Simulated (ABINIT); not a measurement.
Records of electronic-structure calculations.

```xyz
6
Lattice="3.153 0.000 0.000 -1.577 2.731 0.000 0.000 0.000 12.323" Properties=species:S:1:pos:R:3 pbc="T T T" subject="WS2 (Tungstenite): G0W0 with ABINIT, start to end" method="RPA screening on PBE, plane waves, norm-conserving pseudopotentials (and 2 further levels or steps)" program="ABINIT 10.8.3" settings="cutoff 31 Ha, PseudoDojo scalar-relativistic 0.4.1 standard, norm-conserving, ngkpt (6, 6, 1), nband 224, ecuteps 4.8 Ha, inclvkb 2, shiftk (0, 0, 0), symchi 1, awtr 1, frequency ppm, 6×6×1 k-mesh" cost="4 runs, 5.1 min in all on 8 MPI ranks of Arm Neoverse V1, shared host" notes="The program’s warnings: nproc spkpt=  >= nkpt= * nsppol=. The cell and positions come from the Crystallography Open Database and are kept as given unless a step says otherwise. Limits: no spin-orbit coupling. The 6×6×1 mesh is coarse for this cell, which bears on the long-range parts of exchange and screening." pbe_gap="0.98 eV, indirect" g0w0_gap_on_the_mesh="1.30 eV" gw_settings="6×6×1 mesh, 224 bands, screening to 130.6 eV, Godby-Needs plasmon pole" known_limits="short of the basis limit; no spin-orbit coupling; coarse k mesh"
W     0.000    1.821    3.081
W     1.577    0.910    9.242
S     0.000    1.821    7.671
S     1.577    0.910    1.510
S     0.000    1.821   10.813
S     1.577    0.910    4.652
```

[Long decimals in the printed logs are rounded to 6 places.]

[Logs are printed without paths, hosts, clocks, repeated set-up lines and the standing remarks that a program may print on its own settings, such as how far it seeks lower states.]

[Paths, hosts, dates, memory and timing lines, banners, echoed tables and standing remarks are left out of the program output; an Ansatz launch command may be rebuilt from the run's recorded settings. Measured values are a selection of at most five: reports struck by readers or far from the other reports are left out. None is set beside runs whose start may be inverted or whose files or cutoffs have a known fault.]

[Runs of the session that timed out or met a known fault of the program may be left out.]

[Hosts, paths, dates, database ids (printed as entryN), source tags and the programs' standing remarks are cut or masked in the printed files.]

[G0W0 gaps are taken among the corrected bands and points alone; a level outside them can change the order at an edge.]

[Where Ansatz stands beside ABINIT at settings called matched, ABINIT's density can come from a denser mesh and the files from another edition; pairs whose starting gaps differed by over 0.03 eV were left out, so agreement reads better than it is.]
